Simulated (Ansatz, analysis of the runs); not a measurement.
# Transmission past a defect: W wire along [111], 4 atoms a period, vacancy of one W, part 2 of 2

Wanted: the relaxed defect and the transmission past it, beside the channels of the perfect wire.

Ansatz 0.2.0; DFT PBE, plane waves, PAW; relaxation of a wire's period (the session's first sound run).

So far, conductance of the lead as this run defines it (G₀): step 3 (the wire at its relaxed period) 4.94.

### Step 5. The open system

This step: DFT PBE, plane waves, PAW; transmission of a junction in a wire (Ansatz 0.2.0).

The cell is now read as a scatterer between two semi-infinite leads, named by two sites one period apart. The scattering states in its self-consistent potential are matched to the leads' states at each energy. One point across is taken, as for a wire in vacuum.

input.yaml reads:

```yaml
crystal:
  lattice:
    - [9.042, 0.0, 0.0]
    - [0.0, 10.682, 0.0]
    - [0.0, 0.0, 24.13797714]
  atoms:
    - { symbol: W, position: [0.365566213, 0.492111893, 0.00452873] }
    - { symbol: W, position: [0.484779921, 0.687832456, 0.037045432] }
    - { symbol: W, position: [0.515167933, 0.312208851, 0.037028642] }
    - { symbol: W, position: [0.634381641, 0.507929414, 0.069545344] }
    - { symbol: W, position: [0.365566213, 0.492111893, 0.115639841] }
    - { symbol: W, position: [0.484779921, 0.687832456, 0.148156543] }
    - { symbol: W, position: [0.515167933, 0.312208851, 0.148139753] }
    - { symbol: W, position: [0.634381641, 0.507929414, 0.180656456] }
[... 23 atom lines left out ...]
    - { symbol: W, position: [0.365566213, 0.492111893, 0.893417619] }
    - { symbol: W, position: [0.484779921, 0.687832456, 0.925934321] }
    - { symbol: W, position: [0.515167933, 0.312208851, 0.925917531] }
    - { symbol: W, position: [0.634381641, 0.507929414, 0.958434233] }
kpoints:
  mp_grid: { grid: [1, 1, 4] }
scf:
  occupations: { method: fermi_dirac, width: 0.05 }
hamiltonian:
  xc: pbe
output:
  transmission:
    e_range: [-1.26, 1.26]
    de: 0.035
    kmesh: [1, 1]
    reduced_basis: true
    leads: [[31, 0]]
  dos: { projected: true, e_range: [-4, 3] }
  write_potential: true
  write_density: true
  volumetric_format: npy
  elf: true
basis:
  ecutwfc: "350 eV"
```

Launch:

```
$ ansatz run input.yaml --threads 4 --pin off --max-ram 16384MiB --backend cpu --events-out ev --progress --plain --runs-dir out
```

Run time: 7.7 min. Hardware: 4 threads of Arm Neoverse V1, shared host; peak memory 5.3 GiB.

Numbers from this step:

- energy at zero smearing: -363380.1595 eV
- transmission at the energy nearest the Fermi level, one spin: 2.140
- step of the lead's Hamiltonian: 19.8 meV
- conductance of the junction: 1.994 G₀

The transmission, one spin by energy, zero at the Fermi level:

energy (eV), transmission, one spin and a bar from the least value:
```
    -1.26       0.97 ######
    -1.19       1.81 ################
    -1.12       1.84 #################
    -1.05       1.51 #############
    -0.98       1.34 ##########
    -0.91       2.47 #########################
    -0.84       2.52 #########################
    -0.77       2.59 ##########################
    -0.70       2.74 ############################
    -0.63       2.91 ##############################
    -0.59       2.81 #############################
    -0.53       2.19 #####################
    -0.46       1.54 #############
    -0.39       0.81 ####
    -0.32       0.49 
    -0.24       0.62 ##
    -0.17       1.06 #######
    -0.10       1.65 ##############
    -0.04       2.02 ###################
     0.00       2.14 ####################
     0.04       2.10 ####################
     0.10       1.73 ###############
     0.17       1.78 ################
     0.24       1.42 ###########
     0.32       1.30 ##########
     0.39       1.01 ######
     0.46       1.39 ###########
     0.53       1.37 ###########
     0.59       1.33 ##########
     0.63       1.33 ##########
     0.70       1.38 ###########
     0.77       2.42 ########################
     0.84       2.51 #########################
     0.91       2.42 ########################
     0.98       2.30 #######################
     1.05       1.90 #################
     1.12       1.66 ###############
     1.19       0.97 ######
     1.26       2.43 ########################
```

The open channels of the lead, one spin by energy, zero at the Fermi level:

energy (eV), open channels of the lead, one spin and a bar from the least value:
```
    -1.26       3.00 
    -1.19       6.00 ##################
    -1.08       4.00 ######
    -1.01       4.00 ######
    -0.91       6.00 ##################
    -0.84       6.00 ##################
    -0.73       6.00 ##################
    -0.67       6.00 ##################
    -0.56       6.00 ##################
    -0.49       5.00 ############
    -0.39       4.00 ######
    -0.32       4.00 ######
    -0.21       5.00 ############
    -0.14       5.00 ############
    -0.04       5.00 ############
     0.00       5.00 ############
     0.04       5.00 ############
     0.14       5.00 ############
     0.21       4.00 ######
     0.32       4.00 ######
     0.39       4.00 ######
     0.49       6.00 ##################
     0.56       6.00 ##################
     0.67       6.00 ##################
     0.73       8.00 ##############################
     0.84       8.00 ##############################
     0.91       8.00 ##############################
     1.01       6.00 ##################
     1.08       4.00 ######
     1.19       3.00 
     1.26       5.00 ############
```

Projected DOS an atom over height of the atomic layer and energy from the Fermi level.  broadened by a Gaussian of 0.15 eV, since few k-points sample the long cell.

Ten even steps from '_' (0.34 states/eV) to '@' (2.32 states/eV), each cell a mean:
```
::::--::..--**----@@##++******++==..::::--::::::::::
----==--====++==++******++++##**==------====--==----
==++++==++========--==++==--++++==--==--==++====++==
--------==----==--==--++==::--==----==--------::==::
::::::--==::::--::::::--==::----::::--::::--::::--::
::==::::--::::--::..::--==++====----==::::==::------
--**::--==::::==--..--++==##--**::--##----++----**--
--##----##--::**--..==--==++..**::::%%----##----##::
--##----##----%%----**..==--::++::::##--::**----**--
--==--::++::--**::--++..--::::++::--**--::++::::++--
==**====##==++%%--==**::==::::**==++%%**++##==++##==
--**--==++====**====++----::__--::::++----++--==++--
..==..::++::..--::::====::::__::__..--__..++::..==..
..--....==::..==..::**++****++==..::--....==....--..
++========++++==::==**--++**%%##++**++****++++++++++
%%**@@##++##@@==--**++--==++####@@%%**####++%%%%++%%
++==++++====++==++**++--**==++++##======++==++++==++
--------------==++====++--::++--::::------==::------
..::....--::::--::----++::::==::__......__::....::::
__________....__......++::==::......__..____________
--..----..::::__::....==::++::::==--..----..----__::
**::++**::----..--::..::::----::++==::++++::****::**
```
Columns: height of the atomic layer (Å) from 0.109 to 23.1 (not evenly spaced); rows upwards: energy from the Fermi level (eV) from -3.98 to 1.47.

Electrostatic potential energy in the ca plane at fractional y = 0.492, with atoms of W within 0.2 Å of it. With pseudopotentials it is smooth inside the atoms' cores, unlike the true potential.

Values in eV, 13 rows by 16 columns, each cell a mean:
```
  6   6   6   7   6   6   6   6   6   6   6   6   6   6   6   6
  6   5   5   6   6   6   6   6   6   6   6   6   6   6   6   6
  4  -6  -2   4   0   4   3   3   5   1   3   4   1   4   3   2
 -3 -42 -26  -8 -34  -5 -12 -14   1 -24 -12  -5 -28  -3 -15 -22
 -7 -50 -32 -20 -61 -15 -41 -46  -7 -55 -33 -19 -60 -15 -39 -51
 -2 -13  -7  -8 -31  -5 -30 -35  -3 -34 -18  -9 -38  -7 -22 -31
-20  -3   1  -3  -1  -1  -3  -7  -7  -2  -7  -4  -3  -9  -2  -5
-60 -19   1  -3  -5 -36 -10 -25 -47  -6 -42 -32 -11 -52 -15 -27
-49 -13   5   3 -12 -61 -23 -30 -53  -8 -48 -37 -14 -58 -18 -31
 -6   2   6   6  -3 -33  -8  -5 -14   1 -13  -8   0 -16  -1  -6
  4   5   7   7   4  -1   3   4   4   5   3   4   5   3   5   4
  6   6   7   7   6   5   6   6   6   6   6   6   6   6   6   6
  6   6   7   7   6   6   6   6   6   6   6   6   6   6   6   6
```
Columns run along c (16.0 Å, from fractional 0.34 to 1.00 of the cell; values clipped at the 3rd and 97th percentile), rows up along a (9.0 Å). Atoms in or near the plane, at fractional coordinates: W at (0.35, 0.39), W at (0.40, 0.67), W at (0.51, 0.65), W at (0.56, 0.34), W at (0.62, 0.62), W at (0.67, 0.37), W at (0.74, 0.63), W at (0.78, 0.37), W at (0.85, 0.63), W at (0.89, 0.37), W at (0.96, 0.63).

ELF in the ca plane at fractional y = 0.492, with atoms of W within 0.2 Å of it. It is the smooth field of the valence electrons, not physical close to the nuclei.

Values, 13 rows by 16 columns, each cell a mean:
```
0.17 0.07 0.09 0.19 0.07 0.02 0.01 0.01 0.02 0.01 0.02 0.03 0.01 0.03 0.02 0.01
0.50 0.18 0.26 0.63 0.26 0.17 0.13 0.11 0.31 0.10 0.15 0.27 0.08 0.26 0.21 0.10
0.50 0.22 0.27 0.60 0.20 0.29 0.25 0.16 0.52 0.15 0.23 0.42 0.11 0.41 0.29 0.13
0.38 0.56 0.49 0.45 0.54 0.35 0.37 0.31 0.45 0.45 0.36 0.41 0.47 0.40 0.40 0.40
0.31 0.53 0.49 0.43 0.50 0.42 0.51 0.52 0.35 0.51 0.51 0.45 0.51 0.42 0.51 0.52
0.32 0.31 0.33 0.37 0.46 0.29 0.43 0.50 0.29 0.46 0.40 0.32 0.52 0.33 0.37 0.47
0.38 0.29 0.36 0.42 0.36 0.29 0.30 0.35 0.30 0.31 0.35 0.29 0.33 0.33 0.30 0.35
0.49 0.39 0.44 0.43 0.35 0.48 0.31 0.44 0.52 0.29 0.52 0.45 0.34 0.56 0.36 0.45
0.59 0.42 0.51 0.52 0.44 0.45 0.50 0.50 0.52 0.38 0.51 0.51 0.44 0.52 0.47 0.50
0.16 0.27 0.49 0.60 0.29 0.50 0.41 0.32 0.35 0.44 0.27 0.34 0.40 0.32 0.42 0.29
0.05 0.15 0.33 0.48 0.23 0.11 0.36 0.36 0.21 0.49 0.13 0.29 0.39 0.10 0.43 0.23
0.01 0.02 0.07 0.13 0.09 0.08 0.27 0.26 0.14 0.25 0.08 0.15 0.18 0.06 0.20 0.12
0.00 0.00 0.00 0.00 0.00 0.01 0.02 0.02 0.01 0.01 0.01 0.01 0.01 0.00 0.01 0.01
```
Columns run along c (16.0 Å, from fractional 0.34 to 1.00 of the cell), rows up along a (9.0 Å). Atoms in or near the plane, at fractional coordinates: W at (0.35, 0.39), W at (0.40, 0.67), W at (0.51, 0.65), W at (0.56, 0.34), W at (0.62, 0.62), W at (0.67, 0.37), W at (0.74, 0.63), W at (0.78, 0.37), W at (0.85, 0.63), W at (0.89, 0.37), W at (0.96, 0.63).

Valence density in the ca plane at fractional y = 0.492, with atoms of W within 0.2 Å of it. It is the smooth field of the valence electrons, not physical close to the nuclei.

Values in e/Å³, 13 rows by 16 columns, each cell a mean:
```
0.0 0.0 0.0 0.0 0.0 0.0 0.0 0.0 0.0 0.0 0.0 0.0 0.0 0.0 0.0 0.0
0.0 0.0 0.0 0.0 0.0 0.0 0.0 0.0 0.0 0.0 0.0 0.0 0.0 0.0 0.0 0.0
0.1 0.3 0.2 0.1 0.2 0.1 0.1 0.1 0.1 0.1 0.1 0.1 0.1 0.1 0.1 0.1
0.4 3.1 1.8 0.7 2.3 0.4 0.7 0.8 0.3 1.5 0.8 0.5 1.7 0.4 1.0 1.3
0.6 3.7 2.4 1.5 4.8 1.1 3.0 3.5 0.6 4.2 2.5 1.4 4.8 1.1 2.9 3.9
0.4 0.9 0.6 0.7 2.1 0.5 2.1 2.5 0.4 2.3 1.3 0.7 2.7 0.6 1.5 2.1
1.3 0.4 0.3 0.5 0.4 0.4 0.4 0.6 0.6 0.4 0.6 0.5 0.5 0.6 0.4 0.5
4.7 1.3 0.3 0.5 0.6 2.4 0.8 1.8 3.5 0.6 3.1 2.3 0.8 3.9 1.1 1.9
3.6 0.9 0.2 0.3 0.9 4.8 1.7 2.2 4.1 0.6 3.6 2.8 1.0 4.5 1.3 2.3
0.3 0.1 0.1 0.1 0.3 2.1 0.6 0.4 0.8 0.2 0.7 0.5 0.2 0.8 0.3 0.4
0.0 0.0 0.0 0.0 0.0 0.1 0.1 0.1 0.1 0.1 0.0 0.1 0.0 0.1 0.1 0.0
0.0 0.0 0.0 0.0 0.0 0.0 0.0 0.0 0.0 0.0 0.0 0.0 0.0 0.0 0.0 0.0
0.0 0.0 0.0 0.0 0.0 0.0 0.0 0.0 0.0 0.0 0.0 0.0 0.0 0.0 0.0 0.0
```
Columns run along c (16.0 Å, from fractional 0.34 to 1.00 of the cell), rows up along a (9.0 Å). Atoms in or near the plane, at fractional coordinates: W at (0.35, 0.39), W at (0.40, 0.67), W at (0.51, 0.65), W at (0.56, 0.34), W at (0.62, 0.62), W at (0.67, 0.37), W at (0.74, 0.63), W at (0.78, 0.37), W at (0.85, 0.63), W at (0.89, 0.37), W at (0.96, 0.63).

By hand: the program gives 1.5998 × 10^14 S/m² over the cell's cross-section of 96.59 Å² = 9.659 × 10^-19 m², so one cell conducts 1.545 × 10^-4 S. Divided by G0 = 2e²/h = 7.748 × 10^-5 S this is 1.99 G0, a resistance of 6.47 kΩ.

The conductance is 1.99 G₀, with 5 channels a spin open in the lead. The lead's Hamiltonian steps by 19.8 meV, which the program lets pass, though it counts in the error estimate. The largest term of the program's error estimate is 10 %.

### Step 6. Conductance and thermopower from T(E)

This step: Landauer integrals over the computed T(E), interpolated linearly between its energies (analysis of the runs above).

Conductance and thermopower are moments of T(E) over the thermal window; sliding the window along E stands for a gate that leaves T(E) rigid.

This step gave:

```yaml
conductance_at_300_k_interpolated_from_t_e: 2.014 G₀
thermopower_at_300_k: -1.919 μV/K
lorenz_number_over_l0: 0.8879
```

T(E) held rigid; rough near sharp steps of T(E). Table of conductance at 300 K by shift of the leads' level:

```csv
shift of the leads' level (eV),conductance at 300 K (G₀)
-0.900,2.33
-0.800,2.56
-0.750,2.64
-0.650,2.80
-0.550,2.45
-0.450,1.50
-0.400,1.05
-0.300,0.538
-0.200,0.850
-0.150,1.25
-0.050,1.89
0.050,1.94
0.150,1.74
0.200,1.57
0.300,1.32
0.400,1.23
0.450,1.34
0.550,1.35
0.650,1.41
0.750,2.12
0.800,2.40
0.900,2.44
```

T(E) held rigid; rough near sharp steps of T(E). Table of thermopower at 300 K by shift of the leads' level:

shift of the leads' level (eV), thermopower at 300 K (μV/K) and a bar from the least value:
```
   -0.900      -17.6 ###########
   -0.850       -6.5 ##############
   -0.800       -4.2 ##############
   -0.700       -4.5 ##############
   -0.650       -0.3 ###############
   -0.600        9.1 ##################
   -0.550       23.2 #####################
   -0.450       45.5 ###########################
   -0.400       55.4 ##############################
   -0.350       51.8 #############################
   -0.300       17.2 ####################
   -0.200      -57.4 
   -0.150      -45.5 ###
   -0.100      -28.4 ########
   -0.050      -15.2 ###########
    0.050        8.4 #################
    0.100        7.0 #################
    0.150       10.3 ##################
    0.200       16.3 ####################
    0.300       11.5 ##################
    0.350        6.5 #################
    0.400       -8.7 #############
    0.450       -7.0 #############
    0.550        0.8 ###############
    0.600       -3.1 ##############
    0.650      -15.3 ###########
    0.700      -32.0 #######
    0.800      -10.2 #############
    0.850       -1.2 ###############
    0.900        3.8 ################
```

The two levels move by half the bias each and T(E) is held rigid. The current from the zero-bias T(E) by bias:

```csv
bias (V),current from the zero-bias T(E) (μA)
0.000,0
0.100,15.3
0.200,29.4
0.300,42.0
0.400,52.5
0.500,61.0
0.600,68.4
0.700,75.6
0.800,83.7
0.900,93.6
1.000,106
1.100,119
1.200,135
1.300,151
1.400,168
1.500,185
1.600,204
1.700,223
1.800,242
1.900,260
```

By hand, Mott's formula: S = −(π²k²T/3e) d ln T/dE, and π²k²T/3e = 7.33 μV/K × eV at 300 K. The computed T is 1.84 at -0.070 eV and 1.78 at +0.070 eV, so d ln T/dE ≈ -0.266 per eV and S ≈ 1.95 μV/K, against -1.92 from the integrals. The signs differ: ln T is not straight over the thermal window, so the sign is not firm.

The thermopower is -1.92 μV/K. The Lorenz ratio is 0.89, where the Wiedemann-Franz law gives 1. Moving the level by up to 0.1 eV either way gives -28 to 8.4 μV/K.

### Step 7. Summary of results

- conductance of the perfect wire: 4.94 G₀
- conductance, vacancy of one W: 1.99 G₀
- thermopower, vacancy of one W: -1.92 μV/K

Summed over the computed window, 33 % of the lead's open channels pass the defect; the conductance at 300 K is 1.99 G₀. With vacancy of one W, 40 % of the conductance of that run's own lead (4.94 G₀) is left. Transport is coherent and elastic here: the atoms are frozen, so scattering by vibrations plays no part. With vacancy of one W several atoms of the wire itself moved far in the relaxation, so the changed stretch between the held leads may scatter as well as the defect. The free region is short: held atoms still bear up to 1.0 eV/Å after a relaxation. Spin-orbit coupling is left out, which matters for the bands of heavy atoms. A junction with open d shells ran without spin, after the few moments seeded in its relaxation died away; moments on all d atoms were not tried. A cutoff under the files' recommended one was taken to save time; its effect on T(E) was not tested here.

[Logs are printed without paths, hosts, clocks, repeated set-up lines and the standing remarks that a program may print on its own settings, such as how far it seeks lower states.]

[Hosts, paths, dates, database ids (printed as entryN), source tags and the programs' standing remarks are cut or masked in the printed files.]
